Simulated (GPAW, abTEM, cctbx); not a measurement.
# SnGeSe4: the scripts behind a bonding study

Short scripts, each with its output. The cell comes from substitution in a known structure type and wasn't matched to any measured phase.

## 1. Relax the structure

```text
cell
1.0
     5.619000000    0.000000000    0.000000000
     0.000000000    5.619000000    0.000000000
    -2.809500000   -2.809500000    4.908500000
Sn Se Ge
1 4 1
Direct
0.500000000 0.500000000 0.000000000
0.626500000 0.636600000 0.755600000
0.363400000 0.870900000 0.244400000
0.129100000 0.119000000 0.755600000
0.881000000 0.373500000 0.244400000
0.750000000 0.250000000 0.500000000
```

```python
from ase.constraints import FixSymmetry
from ase.filters import FrechetCellFilter
from ase.io import read, write
from ase.optimize import BFGS
from ase.parallel import parprint
from gpaw import GPAW, PW, FermiDirac

atoms = read("start.vasp")
atoms.set_constraint(FixSymmetry(atoms))
atoms.calc = GPAW(mode=PW(570), xc="PBE", kpts={"size": (3, 3, 3), "gamma": True},
                 occupations=FermiDirac(0.05), maxiter=120, symmetry={"tolerance": 1e-5}, txt="relax.txt")
BFGS(FrechetCellFilter(atoms), maxstep=0.15).run(fmax=0.03, steps=40)
parprint("cell  %.4f %.4f %.4f  %.2f %.2f %.2f" % tuple(atoms.cell.cellpar()))
parprint("volume %.3f A^3, largest force %.3f eV/A, largest stress %.2f GPa" % (atoms.get_volume(), abs(atoms.get_forces()).max(), 160.218 * abs(atoms.get_stress()).max()))
atoms.set_constraint()
write("relaxed.vasp", atoms, direct=True)
```

```console
$ OMP_NUM_THREADS=1 mpirun -n 4 gpaw python run.py > gpaw.log
```

```text
gpts.py:43: UserWarning: Initial realspace grid (32,32,35) inconsistent with symmetries.
gpts.py:43: UserWarning: Initial realspace grid (32,32,35) inconsistent with symmetries.
gpts.py:43: UserWarning: Initial realspace grid (32,32,35) inconsistent with symmetries.
gpts.py:43: UserWarning: Initial realspace grid (32,32,35) inconsistent with symmetries.
gpts.py:70: UserWarning: Using symmetrized grid: (35,35,35).
gpts.py:70: UserWarning: Using symmetrized grid: (35,35,35).
gpts.py:70: UserWarning: Using symmetrized grid: (35,35,35).
gpts.py:70: UserWarning: Using symmetrized grid: (35,35,35).
            Step        Energy          fmax
BFGS:    0      -22.800334        3.004626
BFGS:    1      -23.382758        1.971900
gpts.py:43: UserWarning: Initial realspace grid (32,32,36) inconsistent with symmetries.
gpts.py:43: UserWarning: Initial realspace grid (32,32,36) inconsistent with symmetries.
gpts.py:43: UserWarning: Initial realspace grid (32,32,36) inconsistent with symmetries.
gpts.py:43: UserWarning: Initial realspace grid (32,32,36) inconsistent with symmetries.
gpts.py:70: UserWarning: Using symmetrized grid: (36,36,36).
gpts.py:70: UserWarning: Using symmetrized grid: (36,36,36).
gpts.py:70: UserWarning: Using symmetrized grid: (36,36,36).
gpts.py:70: UserWarning: Using symmetrized grid: (36,36,36).
BFGS:    2      -23.994614        0.662109
BFGS:    3      -24.061657        0.466394
BFGS:    4      -24.079448        0.373546
BFGS:    5      -24.096524        0.359637
gpts.py:43: UserWarning: Initial realspace grid (35,35,40) inconsistent with symmetries.
gpts.py:43: UserWarning: Initial realspace grid (35,35,40) inconsistent with symmetries.
gpts.py:43: UserWarning: Initial realspace grid (35,35,40) inconsistent with symmetries.
gpts.py:43: UserWarning: Initial realspace grid (35,35,40) inconsistent with symmetries.
gpts.py:70: UserWarning: Using symmetrized grid: (40,40,40).
gpts.py:70: UserWarning: Using symmetrized grid: (40,40,40).
gpts.py:70: UserWarning: Using symmetrized grid: (40,40,40).
gpts.py:70: UserWarning: Using symmetrized grid: (40,40,40).
BFGS:    6      -24.131931        0.435078
BFGS:    7      -24.178984        0.443091
BFGS:    8      -24.222111        0.348128
BFGS:    9      -24.242628        0.196133
BFGS:   10      -24.246405        0.121153
BFGS:   11      -24.248190        0.112331
BFGS:   12      -24.249847        0.077701
BFGS:   13      -24.250762        0.057731
BFGS:   14      -24.251422        0.078804
BFGS:   15      -24.252315        0.097219
BFGS:   16      -24.254233        0.119319
BFGS:   17      -24.257042        0.132182
BFGS:   18      -24.259901        0.119197
BFGS:   19      -24.261503        0.085020
BFGS:   20      -24.261895        0.061388
BFGS:   21      -24.262103        0.048163
BFGS:   22      -24.262670        0.049851
BFGS:   23      -24.263858        0.063722
BFGS:   24      -24.266997        0.076028
BFGS:   25      -24.271243        0.066294
BFGS:   26      -24.274395        0.033469
BFGS:   27      -24.275101        0.014219
cell  6.2059 6.2059 6.6362  117.88 117.88 90.00
volume 191.725 A^3, largest force 0.007 eV/A, largest stress 0.07 GPa
```

Time: 3.5 min on 4 cores of Arm Neoverse V1 (shared host), peak memory 1.3 GiB.

## 2. Build the all-electron density and subtract free atoms

```text
cell
1.0
     6.205908440    0.000000000    0.000000000
     0.000000000    6.205908440    0.000000000
    -3.102954220   -3.102954220    4.978158890
Sn Se Ge
1 4 1
Direct
0.500000000 0.500000000 0.000000000
0.131575350 0.642185830 0.743795340
0.357814170 0.387780010 0.256204660
0.612219990 0.101609510 0.743795340
0.898390490 0.868424650 0.256204660
0.250000000 0.750000000 0.500000000
```

```python
import numpy as np
from ase.io import read
from ase.units import Bohr
from gpaw import GPAW, PW, FermiDirac
from gpaw.calculator import GPAW as OldGPAW
from gpaw.mpi import serial_comm, world
from scipy.special import erfc
from scipy.spatial import cKDTree

atoms = read("cell.vasp")
atoms.calc = GPAW(mode=PW(450), xc="PBE", kpts={"size": (4, 4, 4), "gamma": True},
                 occupations=FermiDirac(0.05), maxiter=120, symmetry={"tolerance": 1e-5}, txt="scf.txt")
atoms.get_potential_energy()
rho = atoms.calc.get_all_electron_density(gridrefinement=2)
moments = atoms.get_magnetic_moments() if atoms.calc.get_number_of_spins() == 2 else np.zeros(len(atoms))
total = atoms.get_magnetic_moment() if moments.any() else 0.0
if world.rank == 0:
    free = OldGPAW(mode=PW(450), xc="PBE", txt=None, communicator=serial_comm)
    neutral = atoms.copy()
    neutral.set_initial_magnetic_moments(None)
    free.initialize(neutral)
    free.set_positions(neutral)
    drho = rho - free.get_all_electron_density(gridrefinement=2)
    # GPAW starts from confined atoms: exchange their smooth part for that of the datasets' free atoms
    h = np.stack(np.meshgrid(*[np.fft.fftfreq(n, 1 / n) for n in drho.shape], indexing="ij"), -1)
    gabs = np.linalg.norm(h @ atoms.cell.reciprocal(), axis=-1)
    tails = np.fft.fftn(free.get_pseudo_density(gridrefinement=2))
    g, form, v0 = np.linspace(0, gabs.max(), 1500), {}, 0
    for e in set(atoms.symbols):
        idx = atoms.symbols.search(e)
        d = free.setups[idx[0]].data
        r, w = d.rgd.r_g * Bohr, d.rgd.r_g**2 * d.rgd.dr_g
        j0 = np.sinc(2 * g[:, None] * r)
        smooth = sum(f * p**2 for f, p in zip(d.f_j, d.phit_jg)) + np.sqrt(4 * np.pi) * d.nct_g
        full = sum(f * p**2 for f, p in zip(d.f_j, d.phi_jg)) + np.sqrt(4 * np.pi) * d.nc_g
        phase = sum(np.exp(-2j * np.pi * h @ s) for s in atoms.get_scaled_positions()[idx])
        tails -= np.interp(gabs, g, j0 @ (smooth * w)) * phase * drho.size / atoms.get_volume()
        form[e] = j0 @ (full * w)
        v0 += 2 * np.pi / 3 * 14.3996 * (full * w * r**2).sum() * len(idx)  # V A^3
    tails *= 0.5 * erfc((gabs - 1.8) / 0.25)  # the tails differ at long wavelengths alone
    drho += np.fft.ifftn(tails).real  # crystal minus superposed spherical free atoms
    np.save("drho.npy", drho)
    dv = atoms.get_volume() / drho.size
    print("grid", drho.shape, " electrons %.3f" % (rho.sum() * dv), " moved by bonding %.3f e" % (abs(drho).sum() * dv / 2))
    pts = np.indices(drho.shape).reshape(3, -1).T / drho.shape @ atoms.cell
    shifts = (np.indices((3, 3, 3)).reshape(3, -1).T - 1) @ atoms.cell
    images = (atoms.positions[None] + shifts[:, None]).reshape(-1, 3)
    dist, idx = cKDTree(images).query(pts, k=4)
    out = drho.ravel()[dist[:, 0] > 0.5]
    print("deformation density beyond 0.5 A of the nuclei: max %.3f, min %.3f e/A^3" % (out.max(), out.min()))
    tie = dist < dist[:, :1] + 1e-4
    q = -np.bincount((idx % len(atoms))[tie], (drho.ravel()[:, None] / tie.sum(1, keepdims=True) * tie)[tie], len(atoms)) * dv
    print("atom        x       y       z   Voronoi charge  moment")
    for a, s, c, m in zip(atoms, atoms.get_scaled_positions(), q, moments):
        print("%-2s%-3d %7.4f %7.4f %7.4f %10.3f %10.2f" % (a.symbol, a.index + 1, *s, c, m))
    np.savez("free.npz", g=g, **form)
    print("mean inner potential of superposed free atoms %.3f V" % (v0 / atoms.get_volume()))
    print("total magnetic moment %.3f muB" % total)
```

```console
$ OMP_NUM_THREADS=1 mpirun -n 4 gpaw python run.py > gpaw.log
```

```text
gpts.py:43: UserWarning: Initial realspace grid (32,32,35) inconsistent with symmetries.
gpts.py:43: UserWarning: Initial realspace grid (32,32,35) inconsistent with symmetries.
gpts.py:43: UserWarning: Initial realspace grid (32,32,35) inconsistent with symmetries.
gpts.py:43: UserWarning: Initial realspace grid (32,32,35) inconsistent with symmetries.
gpts.py:70: UserWarning: Using symmetrized grid: (35,35,35).
gpts.py:70: UserWarning: Using symmetrized grid: (35,35,35).
gpts.py:70: UserWarning: Using symmetrized grid: (35,35,35).
gpts.py:70: UserWarning: Using symmetrized grid: (35,35,35).
grid (70, 70, 70)  electrons 218.000  moved by bonding 1.443 e
deformation density beyond 0.5 A of the nuclei: max 0.132, min -0.122 e/A^3
atom        x       y       z   Voronoi charge  moment
Sn1    0.5000  0.5000  0.0000      0.310       0.00
Se2    0.1316  0.6422  0.7438     -0.122       0.00
Se3    0.3578  0.3878  0.2562     -0.122       0.00
Se4    0.6122  0.1016  0.7438     -0.122       0.00
Se5    0.8984  0.8684  0.2562     -0.122       0.00
Ge6    0.2500  0.7500  0.5000      0.180       0.00
mean inner potential of superposed free atoms 11.777 V
total magnetic moment 0.000 muB
```

Time: 18 s.

## 3. Fourier-transform the difference

```python
from cctbx import adptbx, crystal, miller, xray
from cctbx.eltbx import tiny_pse
import numpy as np

cs = crystal.symmetry(unit_cell=(6.2059, 6.2059, 9.9563, 90, 90, 90), space_group_symbol='Hall: I -4')  # I-4
atoms = [  # label, site, U (iso, or U11 U22 U33 U12 U13 U23 in A^2), occupancy
    ("Sn1", (0.5, 0.5, 0), 0.0000, 1),
    ("Se1", (0.75968, 0.27029, 0.3719), 0.0000, 1),
    ("Ge1", (0, 0.5, 0.25), 0.0000, 1),
]
xs = xray.structure(crystal_symmetry=cs)
for label, site, u, occ in atoms:
    u = adptbx.u_cif_as_u_star(cs.unit_cell(), u) if isinstance(u, tuple) else u
    xs.add_scatterer(xray.scatterer(label, site=site, u=u, occupancy=occ))
xs.scattering_type_registry(table="wk1995")
drho = np.load("drho.npy")
T = np.array([[1, 0, 0], [0, 1, 0], [1, 1, 2]])  # conventional axes in terms of the primitive ones
dF = np.fft.ifftn(drho) * 383.45065  # electrons a conventional cell, indexed by primitive hkl
ms = miller.build_set(cs, anomalous_flag=False, d_min=0.9).sort("resolution")
iam = ms.structure_factors_from_scatterers(xs, algorithm="direct").f_calc()
p1 = xs.expand_to_p1()
z = np.array([tiny_pse.table(sc.scattering_type).atomic_number() for sc in p1.scatterers()])
x = np.array(p1.sites_frac())
free = np.load("free.npz")
print("static structure factors of the conventional cell: F in electrons, V (Mott-Bethe) in volts")
print("   h  k  l      d  |F| table  |F| free   |F| DFT   change   |V| free  |V| DFT  change %")
for h, d, table in list(zip(ms.indices(), ms.d_spacings().data(), iam.data()))[:16]:
    df = dF[tuple(np.rint(np.linalg.solve(T, h)).astype(int))]
    phase = np.exp(2j * np.pi * x @ h)
    f = sum(np.interp(1 / d, free["g"], free[sc.scattering_type]) * p for sc, p in zip(p1.scatterers(), phase))
    fz = (z * phase).sum()
    c = 14.3996 * d * d / (np.pi * cs.unit_cell().volume())
    v0, v1 = abs(fz - f) * c, abs(fz - f - df) * c
    print("%4d%3d%3d %7.4f %9.3f %9.3f %9.3f %8.3f %9.3f %8.3f %8s" % (h + (d, abs(table), abs(f), abs(f + df), abs(f + df) - abs(f), v0, v1, "%.1f" % (100 * (v1 / v0 - 1)) if v0 > 0.02 else "-")))
```

```console
$ python run.py
```

```text
static structure factors of the conventional cell: F in electrons, V (Mott-Bethe) in volts
   h  k  l      d  |F| table  |F| free   |F| DFT   change   |V| free  |V| DFT  change %
   0  1  1  5.2666   116.319   116.333   116.130   -0.203     2.816    2.883      2.4
   0  0  2  4.9782    23.816    23.839    23.704   -0.134     0.465    0.504      8.6
   1  1  0  4.3882    31.183    31.194    31.060   -0.133     0.622    0.653      4.9
   1  1  2  3.2919   270.084   270.227   270.969    0.742     5.823    5.726     -1.7
   0  2  0  3.1029    85.376    85.442    86.333    0.892     1.975    1.872     -5.2
   0  1  3  2.9266    97.878    97.911    97.436   -0.476     1.917    1.967      2.6
   1  2  1  2.6734    64.788    64.778    64.505   -0.274     1.175    1.199      2.0
   2  1  1  2.6734   125.158   125.195   125.458    0.264     2.388    2.367     -0.9
   0  2  2  2.6333    38.393    38.383    38.487    0.103     0.673    0.665     -1.3
   0  0  4  2.4891    83.123    83.282    82.949   -0.333     1.769    1.794      1.4
   2  2  0  2.1941   325.016   324.997   324.944   -0.053     5.770    5.773      0.1
   1  1  4  2.1650    33.682    33.724    33.751    0.027     0.547    0.546     -0.3
   1  2  3  2.1290   122.060   122.003   121.953   -0.050     2.080    2.083      0.1
   2  1  3  2.1290    67.713    67.637    67.794    0.158     1.122    1.114     -0.7
   0  3  1  2.0254    88.950    88.911    88.819   -0.093     1.449    1.454      0.3
   2  2  2  2.0078    20.782    20.854    20.796   -0.058     0.303    0.306      1.0
```

Time: 0.31 s on 1 core of Arm Neoverse V1 (shared host), peak memory 0.09 GiB.

## 4. Rock the beam across one reflection

```python
import abtem
import numpy as np
from ase.build import make_supercell
from ase.io import read

abtem.config.set({"dask.lazy": False, "fft": "fftw", "diagnostics.progress_bar": False})
M = [[0, -1, 0], [-1, -1, -2], [1, 0, 0]]  # rows: x, y and beam direction in the primitive cell's axes
unit = make_supercell(read("cell.vasp"), M)
unit.set_cell(list(unit.cell.lengths()) + [90, 90, 90], scale_atoms=True)
unit.positions[:, 2] += 0.7757  # keeps atomic planes off the slice boundaries
unit.wrap()
slab = unit * (1, 1, 144)
print(slab.get_chemical_formula(), "| box %.2f x %.2f x %.2f A" % tuple(slab.cell.lengths()))

# change of the potential by bonding, from the DFT deformation density (Poisson's equation term by term)
drho = np.load("drho.npy")
prim = read("cell.vasp")
h = np.stack(np.meshgrid(*[np.fft.fftfreq(n, 1 / n) for n in drho.shape], indexing="ij"), -1).reshape(-1, 3).astype(int)
g2 = ((h @ prim.cell.reciprocal()) ** 2).sum(1)
keep = (g2 > 0) & (g2 < 2.5**2)
shape = (138, 222, 36)
vg = np.zeros(shape, complex)
hm = h[keep] @ np.array(M).T
move = np.exp(-2j * np.pi * hm[:, 2] * (0.7757 / unit.cell[2, 2] - 0.5 / shape[2]))  # the same shift, sampled at mid-points
vg[tuple(hm.T % np.array(shape)[:, None])] = -14.3996 / np.pi * (np.fft.fftn(drho).ravel() / drho.size)[keep] / g2[keep] * move
dV = np.fft.ifftn(vg).real * vg.size
dV = dV.reshape(138, 222, 4, 9).mean(3) * unit.cell[2, 2] / 4  # V A, projected in each slice
dV = np.tile(dV.transpose(2, 0, 1), (144, 1, 1))


def build(atoms):
    p = abtem.Potential(atoms, gpts=(138, 222), slice_thickness=[slab.cell[2, 2] / 576] * 576,
                        parametrization="lobato", projection="infinite", exit_planes=144).build()
    p.array[:] += BONDING * dV
    return p


def potentials():
    yield build(slab)  # atoms at rest


for label, BONDING in (("IAM", 0.0), ("DFT", 1.0)):
    print("=====", label)
    potential = build(slab)
    print("grid", potential.gpts, "slices", potential.num_slices)
    thickness = potential.exit_thicknesses
    h = np.array(M) @ np.linalg.solve(np.array([[1, 0, 0], [0, 1, 0], [1, 1, 2]]), [0, 1, 1])
    ix, iy = round(h[0]) * 1, round(h[1]) * 1
    gxy = h[:2] / unit.cell.lengths()[:2]
    along = gxy / np.hypot(*gxy)
    across = np.array([-along[1], along[0]])
    bragg = 500 * abtem.PlaneWave(energy=100000).wavelength * np.hypot(*gxy)
    print("Bragg angle %.3f mrad; beam tilted 55 mrad off the zone axis across the row" % bragg)
    print("dark-field intensity of 0 1 1 against tilt along the row, in Bragg angles")
    print("  t (A)" + "".join("%8.2f" % s for s in [0.2, 0.4, 0.6, 0.8, 1.0, 1.2, 1.4, 1.6, 1.8, 2.0, 2.2, 2.4, 2.6]))
    rows = []
    row = [(n * ix, n * iy) for n in range(-8, 9)]
    for s in [0.2, 0.4, 0.6, 0.8, 1.0, 1.2, 1.4, 1.6, 1.8, 2.0, 2.2, 2.4, 2.6]:
        tilt = -s * bragg * along + 55 * across
        dp = abtem.PlaneWave(energy=100000, tilt=tuple(tilt)).multislice(potential).diffraction_patterns(max_angle="valid").array
        rows.append(dp[:, dp.shape[1] // 2 + ix, dp.shape[2] // 2 + iy])
        if s == 1.0:
            cx, cy = dp.shape[1] // 2, dp.shape[2] // 2
            share = sum(dp[:, cx + i, cy + j] for i, j in row if abs(i) < cx and abs(j) < cy) / dp.sum(axis=(1, 2))
            total = dp.sum(axis=(1, 2))
    for t, a in list(zip(thickness, np.array(rows).T))[1:]:
        print("%7.1f" % t + "".join("%8.4f" % v for v in a))
    print("at the Bragg tilt, share in the row:", share[1:].round(3).tolist(), "total:", total[1:].round(3).tolist())
```

```console
$ python run.py
```

```text
Ge288Se1152Sn288 | box 6.21 x 9.96 x 893.65 A
===== IAM
grid (138, 222) slices 576
Bragg angle 3.514 mrad; beam tilted 55 mrad off the zone axis across the row
dark-field intensity of 0 1 1 against tilt along the row, in Bragg angles
  t (A)    0.20    0.40    0.60    0.80    1.00    1.20    1.40    1.60    1.80    2.00    2.20    2.40    2.60
  223.4  0.1387  0.1355  0.1282  0.1196  0.1113  0.1021  0.0928  0.0846  0.0771  0.0729  0.0707  0.0669  0.0631
  446.8  0.3094  0.2818  0.2408  0.2055  0.1980  0.1914  0.1731  0.1267  0.0654  0.0290  0.0115  0.0193  0.0371
  670.2  0.2457  0.2519  0.1595  0.1235  0.1659  0.1502  0.1335  0.1220  0.0709  0.0438  0.0757  0.0848  0.0177
  893.7  0.1545  0.1535  0.0417  0.0207  0.1237  0.1793  0.0712  0.0242  0.0092  0.0677  0.1275  0.0783  0.0100
at the Bragg tilt, share in the row: [0.6650000214576721, 0.5099999904632568, 0.39500001072883606, 0.3059999942779541] total: [0.9950000047683716, 0.9789999723434448, 0.9570000171661377, 0.9350000023841858]
===== DFT
grid (138, 222) slices 576
Bragg angle 3.514 mrad; beam tilted 55 mrad off the zone axis across the row
dark-field intensity of 0 1 1 against tilt along the row, in Bragg angles
  t (A)    0.20    0.40    0.60    0.80    1.00    1.20    1.40    1.60    1.80    2.00    2.20    2.40    2.60
  223.4  0.1451  0.1419  0.1344  0.1256  0.1169  0.1074  0.0976  0.0891  0.0811  0.0766  0.0740  0.0698  0.0656
  446.8  0.3155  0.2876  0.2450  0.2082  0.2001  0.1940  0.1761  0.1293  0.0671  0.0299  0.0112  0.0177  0.0348
  670.2  0.2435  0.2513  0.1557  0.1183  0.1612  0.1457  0.1285  0.1179  0.0685  0.0455  0.0819  0.0875  0.0174
  893.7  0.1466  0.1490  0.0386  0.0203  0.1271  0.1810  0.0675  0.0210  0.0098  0.0746  0.1313  0.0770  0.0109
at the Bragg tilt, share in the row: [0.6610000133514404, 0.5040000081062317, 0.3889999985694885, 0.30799999833106995] total: [0.9950000047683716, 0.9789999723434448, 0.9570000171661377, 0.9350000023841858]
```

Time: 65 s.

[Outputs are excerpts: Python notices, other lines and further rows are left out; steps that failed or that the build refused (PBEsol, TPSS) are not shown.]

[Logs are printed without paths, hosts, clocks, repeated set-up lines and the standing remarks that a program may print on its own settings, such as how far it seeks lower states.]
